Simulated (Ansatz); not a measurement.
## PbO (model cell, started as NiAs type): phonons and vibrational spectra

How does PbO (model cell, started as NiAs type) vibrate, and is this structure a minimum?

Main program and level: Ansatz 0.2.0; DFT PBEsol, scalar-relativistic, plane waves, PAW.

The structure was built from a prototype and need not be the compound's stable phase.

**1. The structure**

Symmetry: P6_3/mmc, No. 194, hexagonal system. The conventional cell has a = 3.553 Å, b = 3.553 Å, c = 5.685 Å, α = 90.00°, β = 90.00°, γ = 120.00°. Pb has 6 O at 2.50 Å nearest. Nearest to O lie 6 Pb at 2.50 Å. Farther neighbours and most contacts between anions are not listed.

As a file:

```cif
data_structure
_symmetry_space_group_name_H-M 'P6_3/mmc'
_symmetry_Int_Tables_number 194
_cell_length_a 3.5529
_cell_length_b 3.5529
_cell_length_c 5.6847
_cell_angle_alpha 90.000
_cell_angle_beta 90.000
_cell_angle_gamma 120.000
_cell_volume 62.15
loop_
_atom_site_label
_atom_site_type_symbol
_atom_site_symmetry_multiplicity
_atom_site_Wyckoff_symbol
_atom_site_fract_x
_atom_site_fract_y
_atom_site_fract_z
_atom_site_occupancy
Pb1 Pb 2 a 0.00000 0.00000 0.00000 1
O1 O 2 c 0.33333 0.66667 0.25000 1
```

**2. Rough relaxation**

A rough relaxation comes first, because large forces or stress need no tight tolerances yet.

Contents of input.yaml:

```yaml
crystal:
  lattice:
    - [3.55293, 0.0, 0.0]
    - [-1.77646, 3.07693, 0.0]
    - [0.0, 0.0, 5.68469]
  atoms:
    - { symbol: Pb, position: [0.0, 0.0, 0.0] }
    - { symbol: Pb, position: [0.0, 0.0, 0.5] }
    - { symbol: O, position: [0.333333, 0.666667, 0.25] }
    - { symbol: O, position: [0.666667, 0.333333, 0.75] }
kpoints:
  mp_grid: { grid: [6, 6, 4] }
hamiltonian:
  xc: pbesol
scf:
  occupations: { method: gaussian, width: 0.1 }
output:
  forces: true
  stress: true
  eigenvalues: true
relax:
  adjacent_minimum: "off"
  f_tol: 0.05
  max_steps: 80
  cell: { stress_tol: 0.5 }
```

On the command line:

```
ansatz run input.yaml --threads 4 --pin off --max-ram 7168MiB --backend cpu --events-out ev --progress --plain --runs-dir out
```

Numbers of over 12 decimals in the logs are rounded to 6 here.

The log of the run:

```text
[...]
cell:  # Å, volume = 69.7286 Å³
    - [3.539939, -2.8761954645971677e-6, 8.323776527289136e-18]
    - [-1.769967, 3.065679, -4.1618824066664315e-18]
    - [1.3318042017165642e-17, 0, 6.425227]
  atoms:
    - { symbol: Pb, position: [0, 0, 0] }
    - { symbol: Pb, position: [0, 0, 0.500000] }
    - { symbol: O, position: [0.333333, 0.666667, 0.250000] }
    - { symbol: O, position: [0.666667, 0.333333, 0.750000] }
[key lines of the parts left out:]
SCF converged after 7 iterations
Free energy (F): -24629.862146 eV
Fermi energy:    10.564631 eV
P = ⅓ Tr σ = 0.0402 GPa (0.402 kbar)
```

It took 4.9 s on 4 threads of Arm Neoverse V1, shared host; peak memory 0.37 GiB.

Step by step:

```
step  energy less that of the first step (eV)  largest force component (eV/Å)  pressure (GPa)  volume (Å³)
   1                                   0.0000                          0.0000           17.97        62.15
   2                                  -0.4860                          0.0000            5.54        67.19
   3                                  -0.6466                          0.0000            1.45        68.71
   4                                  -0.6616                          0.0000            0.08        69.15
  5*                                  -0.7159                          0.0000            1.12        69.15
   6                                  -0.7201                          0.0000            0.03        69.73
  7*                                  -0.7216                          0.0000            0.04        69.73
```

Relaxation steps marked * repeat the geometry before them on a plane-wave basis chosen anew for their cell, so energy and pressure can jump there.

Forces are held to the 24 operations that the run works with; a distortion that breaks them can't arise in this run.

```csv
cell as run,before,after,change
a (Å),3.553,3.540,-0.4 %
b (Å),3.553,3.540,-0.4 %
c (Å),5.685,6.425,+13.0 %
volume (Å³/atom),15.54,17.43,+12.2 %
```

The relaxed structure:

```xyz
4
Lattice="3.5399 0.0000 0.0000 -1.7700 3.0657 0.0000 0.0000 0.0000 6.4252" Properties=species:S:1:pos:R:3 pbc="T T T"
Pb    0.0000    0.0000    0.0000
Pb    0.0000    0.0000    3.2126
O     0.0000    2.0438    1.6063
O     1.7700    1.0219    4.8189
```

This step gave:

```
pressure          : 0.04019 GPa
volume per atom   : 17.43 Å³
gap on the k-mesh : 0 eV
```

In this step the volume went from 15.54 to 17.43 Å³/atom.

**3. Bringing the structure to rest**

The cell and atoms are relaxed, since residual forces and stress would shift the frequencies.

input.yaml, the sections that differ from step 2:

```yaml
crystal:
  lattice:
    - [3.5399394856, -2.8762e-06, 0.0]
    - [-1.7699672519, 3.0656789605, 0.0]
    - [0.0, 0.0, 6.4252265532]
  atoms:
    - { symbol: Pb, position: [0.0, 0.0, 0.0] }
    - { symbol: Pb, position: [0.0, 0.0, 0.5] }
    - { symbol: O, position: [0.3333333333, 0.6666666667, 0.25] }
    - { symbol: O, position: [0.6666666667, 0.3333333333, 0.75] }
kpoints:
  mp_grid: { grid: [12, 12, 6] }
relax:
  adjacent_minimum: "off"
  f_tol: 0.005
  max_steps: 80
  cell: { stress_tol: 0.05 }
# hamiltonian, scf, output: as in step 2
```

The log of the run:

```text
[...]
Crystal: 4 atoms, lattice volume = 69.729 Å³
Basis set: ecut = 420 eV, 1335 PW (Γ), exchange–correlation on 48×48×90 points (8 copies of the dense FFT grid, shifted against one another)
Bands: 24, of which v1, the nominal top of the filled ones, is band 20 counted from 1 (19 counted from 0)
Symmetry: 24 space group operations
[...]
k-points: 76 of 864
[...]
--- Relaxed structure (3 steps of the walk, 2 accepted, 1 SCFs on fresh bases) ---
[...]
cell:  # Å, volume = 69.8723 Å³
    - [3.543388, -2.8790238838892425e-6, 0.0]
    - [-1.771692, 3.068666, 0.0]
    - [0.0, 0.0, 6.425941]
  atoms:
    - { symbol: Pb, position: [0, 0, 0.0] }
    - { symbol: Pb, position: [0, 0, 0.5] }
    - { symbol: O, position: [0.333333, 0.666667, 0.25] }
    - { symbol: O, position: [0.666667, 0.333333, 0.75] }
[key lines of the parts left out:]
SCF converged after 9 iterations
Free energy (F): -24629.855256 eV
Fermi energy:    10.773246 eV
P = ⅓ Tr σ = 0.0115 GPa (0.115 kbar)
```

It took 9.1 s on 4 threads; peak memory 0.44 GiB; 33 s of CPU time.

Little changed from the start: no atom moved by 0.005 Å and no cell edge by 0.1 %.

Numbers from this step:

| Property | Result |
| --- | --- |
| pressure | 0.01152 GPa |
| volume per atom | 17.47 Å³ |

In this step the volume went from 17.43 to 17.47 Å³/atom.

**4. Tight relaxation**

Phonons need a cell at rest on their own settings, so the relaxation is repeated with tight tolerances on forces and stress on the k mesh and occupations of the first response run.

Contents of input.yaml:

```yaml
crystal:
  lattice:
    - [3.5433881967, -2.879e-06, 0.0]
    - [-1.7716916051, 3.0686656333, 0.0]
    - [0.0, 0.0, 6.4259406744]
  atoms:
    - { symbol: Pb, position: [0.0, 0.0, 0.0] }
    - { symbol: Pb, position: [0.0, 0.0, 0.5] }
    - { symbol: O, position: [0.3333333333, 0.6666666667, 0.25] }
    - { symbol: O, position: [0.6666666667, 0.3333333333, 0.75] }
kpoints:
  mp_grid: { grid: [12, 12, 6] }
hamiltonian:
  xc: pbesol
scf:
  occupations: { method: methfessel_paxton, width: 0.15 }
output:
  forces: true
  stress: true
  eigenvalues: true
  write_density: true
  write_potential: true
  elf: true
  volumetric_format: npy
relax:
  adjacent_minimum: "off"
  f_tol: 0.001
  max_steps: 60
  cell: { stress_tol: 0.01 }
```

The log of the run:

```text
[...]
Crystal: 4 atoms, lattice volume = 69.872 Å³
Basis set: ecut = 420 eV, 1335 PW (Γ), exchange–correlation on 48×48×90 points (8 copies of the dense FFT grid, shifted against one another)
Bands: 24, of which v1, the nominal top of the filled ones, is band 20 counted from 1 (19 counted from 0)
Symmetry: 24 space group operations
[...]
k-points: 76 of 864
[...]
--- Relaxed structure (3 steps of the walk, 2 accepted, 1 SCFs on fresh bases) ---
[...]
cell:  # Å, volume = 69.8832 Å³
    - [3.543570, -2.879126374093989e-6, 0]
    - [-1.771783, 3.068823, 0]
    - [0, 0, 6.426285]
  atoms:
    - { symbol: Pb, position: [0, 0, 0] }
    - { symbol: Pb, position: [0, 0, 0.500000] }
    - { symbol: O, position: [0.333333, 0.666667, 0.250000] }
    - { symbol: O, position: [0.666667, 0.333333, 0.750000] }
[key lines of the parts left out:]
SCF converged after 4 iterations
Free energy (F): -24629.854709 eV
Fermi energy:    10.774745 eV
P = ⅓ Tr σ = 0.0006 GPa (0.006 kbar)
```

Wall time 8.2 s (4 threads); peak memory 0.44 GiB.

Little changed from the start: no atom moved by 0.005 Å and no cell edge by 0.1 %.

Numbers from this step:

```yaml
pressure: 6.22e-4 GPa
```

ELF in the ac plane at fractional y = 1.000, with atoms of Pb within 0.2 Å of it. It is the smooth field of the valence electrons, not physical close to the nuclei.

Values, 24 rows by 14 columns, each cell a mean:
```
0.02 0.06 0.23 0.41 0.37 0.24 0.12 0.09 0.14 0.27 0.40 0.38 0.18 0.04
0.14 0.22 0.36 0.41 0.31 0.19 0.11 0.10 0.12 0.21 0.34 0.41 0.33 0.19
0.38 0.41 0.41 0.33 0.21 0.14 0.14 0.16 0.14 0.15 0.24 0.36 0.41 0.40
0.39 0.36 0.30 0.20 0.14 0.18 0.27 0.32 0.25 0.16 0.15 0.22 0.31 0.37
0.23 0.21 0.17 0.13 0.16 0.28 0.42 0.48 0.40 0.25 0.14 0.14 0.18 0.22
0.12 0.11 0.10 0.11 0.19 0.36 0.51 0.56 0.48 0.32 0.16 0.10 0.10 0.11
0.19 0.17 0.14 0.12 0.17 0.31 0.46 0.51 0.43 0.28 0.15 0.12 0.15 0.17
0.35 0.32 0.25 0.17 0.14 0.20 0.32 0.38 0.30 0.19 0.14 0.19 0.27 0.33
0.42 0.42 0.40 0.30 0.19 0.14 0.16 0.18 0.15 0.14 0.21 0.33 0.41 0.42
0.22 0.29 0.39 0.40 0.28 0.17 0.12 0.11 0.12 0.19 0.31 0.41 0.37 0.26
0.03 0.08 0.26 0.42 0.36 0.23 0.12 0.09 0.14 0.25 0.39 0.39 0.22 0.06
0.00 0.02 0.17 0.40 0.40 0.26 0.13 0.08 0.15 0.29 0.42 0.36 0.13 0.01
0.01 0.05 0.22 0.41 0.38 0.25 0.13 0.08 0.15 0.27 0.40 0.38 0.17 0.03
0.15 0.22 0.36 0.41 0.31 0.19 0.11 0.10 0.12 0.21 0.34 0.41 0.33 0.20
0.39 0.41 0.41 0.33 0.21 0.14 0.14 0.16 0.14 0.15 0.23 0.36 0.41 0.40
0.40 0.38 0.31 0.21 0.15 0.17 0.26 0.30 0.24 0.16 0.15 0.24 0.33 0.38
0.22 0.20 0.16 0.12 0.16 0.29 0.44 0.49 0.41 0.26 0.14 0.13 0.17 0.20
0.12 0.11 0.10 0.11 0.19 0.36 0.51 0.56 0.48 0.32 0.16 0.10 0.10 0.11
0.18 0.17 0.14 0.12 0.17 0.31 0.46 0.52 0.44 0.28 0.15 0.12 0.14 0.17
0.36 0.33 0.27 0.18 0.14 0.20 0.31 0.36 0.28 0.18 0.14 0.20 0.28 0.34
0.42 0.42 0.39 0.29 0.18 0.14 0.17 0.20 0.16 0.14 0.20 0.32 0.40 0.42
0.21 0.28 0.39 0.40 0.28 0.17 0.12 0.11 0.12 0.19 0.32 0.41 0.37 0.26
0.03 0.08 0.25 0.42 0.36 0.23 0.12 0.09 0.14 0.26 0.39 0.39 0.21 0.06
0.00 0.02 0.17 0.40 0.39 0.26 0.13 0.08 0.15 0.29 0.42 0.36 0.13 0.01
```
Columns run along a (3.5 Å), rows up along c (6.4 Å). Atoms in or near the plane, at fractional coordinates: Pb at (0.00, 0.00), Pb at (0.00, 0.50).

Valence density in the ac plane at fractional y = 1.000, with atoms of Pb within 0.2 Å of it. It is the smooth field of the valence electrons, not physical close to the nuclei.

Values in units of 1e0 e/Å³, 24 rows by 14 columns, each cell a mean:
```
7.9 6.1 3.5 1.4 0.5 0.2 0.1 0.1 0.1 0.2 0.7 1.9 4.0 6.6
4.5 3.6 2.2 0.9 0.4 0.2 0.1 0.1 0.1 0.2 0.5 1.2 2.4 3.9
1.9 1.5 1.0 0.5 0.2 0.2 0.1 0.1 0.1 0.2 0.3 0.6 1.1 1.6
0.6 0.5 0.4 0.2 0.2 0.2 0.2 0.2 0.2 0.2 0.2 0.3 0.4 0.5
0.2 0.2 0.2 0.1 0.1 0.2 0.2 0.2 0.2 0.2 0.1 0.2 0.2 0.2
0.1 0.1 0.1 0.1 0.1 0.2 0.2 0.3 0.2 0.2 0.1 0.1 0.1 0.1
0.2 0.2 0.2 0.1 0.1 0.2 0.2 0.2 0.2 0.2 0.1 0.1 0.2 0.2
0.4 0.4 0.3 0.2 0.2 0.2 0.2 0.2 0.2 0.2 0.2 0.2 0.3 0.4
1.5 1.2 0.8 0.4 0.2 0.2 0.1 0.1 0.1 0.2 0.3 0.5 0.8 1.3
3.6 2.9 1.7 0.8 0.3 0.2 0.1 0.1 0.1 0.2 0.4 1.0 2.0 3.1
7.0 5.5 3.2 1.3 0.5 0.2 0.1 0.1 0.1 0.2 0.6 1.7 3.6 5.9
9.6 7.3 4.1 1.7 0.6 0.2 0.1 0.1 0.1 0.3 0.7 2.2 4.7 8.0
8.2 6.3 3.6 1.5 0.5 0.2 0.1 0.1 0.1 0.2 0.7 1.9 4.1 6.8
4.4 3.5 2.1 0.9 0.4 0.2 0.1 0.1 0.1 0.2 0.5 1.2 2.4 3.8
1.8 1.5 0.9 0.5 0.2 0.2 0.1 0.1 0.1 0.2 0.3 0.6 1.0 1.6
0.7 0.6 0.4 0.2 0.2 0.2 0.2 0.2 0.2 0.2 0.2 0.3 0.4 0.6
0.2 0.2 0.2 0.1 0.1 0.2 0.2 0.2 0.2 0.2 0.1 0.1 0.2 0.2
0.1 0.1 0.1 0.1 0.1 0.2 0.2 0.3 0.2 0.2 0.1 0.1 0.1 0.1
0.2 0.2 0.2 0.1 0.1 0.2 0.2 0.2 0.2 0.2 0.1 0.1 0.2 0.2
0.5 0.4 0.3 0.2 0.2 0.2 0.2 0.2 0.2 0.2 0.2 0.2 0.3 0.4
1.3 1.1 0.7 0.4 0.2 0.2 0.1 0.1 0.1 0.2 0.2 0.4 0.8 1.1
3.7 3.0 1.8 0.8 0.3 0.2 0.1 0.1 0.1 0.2 0.4 1.0 2.0 3.2
7.2 5.6 3.3 1.3 0.5 0.2 0.1 0.1 0.1 0.2 0.6 1.7 3.7 6.0
9.6 7.3 4.1 1.7 0.6 0.2 0.1 0.1 0.1 0.3 0.7 2.2 4.7 8.0
```
Columns run along a (3.5 Å), rows up along c (6.4 Å). Atoms in or near the plane, at fractional coordinates: Pb at (0.00, 0.00), Pb at (0.00, 0.50).

Electrostatic potential energy in the ac plane at fractional y = 1.000, with atoms of Pb within 0.2 Å of it. With pseudopotentials it is smooth inside the atoms' cores, unlike the true potential.

Ten even steps from '0' (-31 eV) to '9' (14 eV), each cell a mean:
```
31016899985002
00037899986200
01368999998521
56789999999876
88899999999988
89999999999998
88999999999988
67889999999887
12478999998642
00047999987300
21016899985001
42005899984003
31016899985002
00037899986200
01368999998631
56789999999875
88899999999988
88999999999998
88999999999988
67789999999876
12478999998642
00047899987300
21016899985001
42005899984003
```
Columns run along a (3.5 Å; values clipped at the 3rd and 97th percentile), rows up along c (6.4 Å). Atoms in or near the plane, at fractional coordinates: Pb at (0.00, 0.00), Pb at (0.00, 0.50).

The forces vanish by symmetry and the pressure is 0.001 GPa, within the tolerances set. The cell now holds 17.47 Å³/atom.

**5. Zone-centre response**

The zone centre comes first: it holds the modes that light can see, as far as symmetry allows. No field response is asked, since the mesh shows no gap.

input.yaml, the sections that differ from step 4:

```yaml
crystal:
  lattice:
    - [3.5435701249, -2.8791e-06, 0.0]
    - [-1.7717825691, 3.0688231878, 0.0]
    - [0.0, 0.0, 6.4262845469]
  atoms:
    - { symbol: Pb, position: [0.0, 0.0, 0.0] }
    - { symbol: Pb, position: [0.0, 0.0, 0.5] }
    - { symbol: O, position: [0.3333333333, 0.6666666667, 0.25] }
    - { symbol: O, position: [0.6666666667, 0.3333333333, 0.75] }
output:
  eigenvalues: true
phonons:
  method: dfpt
# kpoints, hamiltonian, scf: as in step 4
# relax: removed
```

The log of the run:

```text
[...]
Crystal: 4 atoms, lattice volume = 69.883 Å³
Basis set: ecut = 420 eV, 1335 PW (Γ), exchange–correlation on 48×48×96 points (8 copies of the dense FFT grid, shifted against one another)
Bands: 24, of which v1, the nominal top of the filled ones, is band 20 counted from 1 (19 counted from 0)
Symmetry: 24 space group operations
k-points: 242 of 864 (irreducible under 2 space group operations, time reversal used)
[...]
SCF iter   1: F=—  HF=-24629.888006 eV  |F-HF|=—  |Δ(HF+E_count)|=         —  Δρ=1.60e-2  dr2=1.72e-1  ethr=1.77e-3  ⟨swp⟩=6.1  Hψ=26990  notcnv=0
[...]
SCF iter  10: F=-24629.854709 eV  HF=-24629.854709 eV  |F-HF|=3.64e-12  |Δ(HF+E_count)|=  7.28e-12  S|Δr|=    0.00e0  Δρ=5.32e-8  dr2=1.43e-12  ethr=1.00e-12  ⟨swp⟩=6.9  Hψ=31184  notcnv=0
SCF 1 converged in 10 iterations: F = -24629.854709 eV  dr2 = 1.43e-12
[...]
DFPT response loops at Γ: preconditioner auto → Kerker (q_TF=auto, 2.486 Å⁻¹) (partly filled bands, converged f_vac=0.004); β = 1.00, the filter's whole step (`scf.mixing.beta` (0.50) is not read by the response loops under this deck's `scf.mixing.preconditioner`; to damp them name `kerker` or `kerker_dos`, under which they read `scf.mixing.beta`, and type it under 1.00, their step now; both keys bind the ground state too); Broyden in place of MSR1
SCF converged after 10 iterations
[...]
Free energy (F): -24629.854709 eV
[...]
Internal energy: -24629.855270 eV  (E = F + TS)
E sigma→0 (E₀):  -24629.854849 eV
Entropy (-TS):   0.000562 eV (0.140 meV/atom)
Fermi energy:    10.774745 eV
[...]
--- Band table (eV; the first three rows and the last of 242) ---
  k-point 0: bands = [... 16 lower, 8.1924, 8.6173, 8.6173, 10.2926, 11.0668, 16.8645, 16.8645, 18.4548]
  k-point 1: bands = [... 16 lower, 8.2219, 8.5900, 8.5900, 9.8384, 11.6764, 16.9389, 16.9389, 17.3052]
  k-point 2: bands = [... 16 lower, 8.3018, 8.5143, 8.5143, 9.2156, 12.7572, 15.6437, 17.1585, 17.1585]
  k-point 241: bands = [... 16 lower, 7.7834, 7.7834, 9.3847, 9.3847, 12.4012, 12.4012, 15.0085, 15.0085]
--- Phonons (Γ-DFPT): 4 representative perturbations + reference, on 242 of 864 k-points (Σ response iterations 13) ---
  k mesh reduced under 2 symmetry operations, with k and −k counted as one. Each operation leaves every solved perturbation unchanged. A smaller set is not used because it would not reduce the number of displacements times k-points to solve
  ASR residual: 5.523e-5 → 0.000e0 eV/Å²; symmetrization residual: 1.031e-4 eV/Å²
  ASR residual per site (eV/Å²): 5.52e-5 5.52e-5 2.73e-5 2.73e-5
  Γ frequencies (cm⁻¹): -187.10 -38.98 -38.98 0.00 0.00 0.00 16.88 16.88 151.78 228.58 228.58 359.19
  non-analytic LO–TO correction: not included (Born effective charges unavailable; polar crystals: no LO–TO splitting at Γ)
```

Run time: 52 s. Hardware: 4 threads; peak memory 1.6 GiB.

In the SCF lines HF is the Harris–Foulkes energy and dr2 the Hartree energy of the density residual, in eV; the loop may stop once dr2 is under the threshold and the program's other checks hold. Hψ counts applications of the Hamiltonian.

Numbers from this step:

* sum-rule residual before enforcement: 5.52e-5 eV/Å²
* point group: 6/mmm
* highest optical mode at the zone centre (no LO-TO term): 359.2 cm⁻¹
* lowest optical zone-centre mode: -187.1 cm⁻¹

Patterns of degenerate modes are one choice out of their space. The modes at Γ (shares of kinetic energy by element, %) (negative means imaginary):

```csv
mode,frequency (cm⁻¹),symmetry,Pb %,O %
1,-187.1,A2u,7,93
2,-39.0,E2u,100,0
3,-39.0,E2u,100,0
4,0.0,acoustic,93,7
5,0.0,acoustic,93,7
6,0.0,acoustic,93,7
7,16.9,E1u,7,93
8,16.9,E1u,7,93
9,151.8,B2u,100,0
10,228.6,E2g,0,100
11,228.6,E2g,0,100
12,359.2,B1g,0,100
```

Displacements in mode 1 (-187.1 cm⁻¹), the largest set to 1:
```
Pb1  0.00  0.00 -0.08
Pb2  0.00  0.00 -0.08
O3   0.00  0.00  1.00
O4   0.00  0.00  1.00
```

Displacements in mode 3 (-39.0 cm⁻¹), the largest set to 1:
```
Pb1 -1.00  0.26  0.00
Pb2  1.00 -0.26  0.00
O3   0.00  0.00  0.00
O4   0.00  0.00  0.00
```

Before it was imposed, the acoustic sum rule was missed by 5.5e-5 eV/Å². Small misses are needed for a sound result but don't prove that mesh and cutoff are converged. The lowest optical mode is imaginary, 187.1i cm⁻¹, so the energy falls along it.

[end of part 1 of 2]

[Logs are printed without paths, hosts, clocks, repeated set-up lines and the standing remarks that a program may print on its own settings, such as how far it seeks lower states.]

[Hosts, paths, dates, database ids (printed as entryN), source tags and the programs' standing remarks are cut or masked in the printed files.]
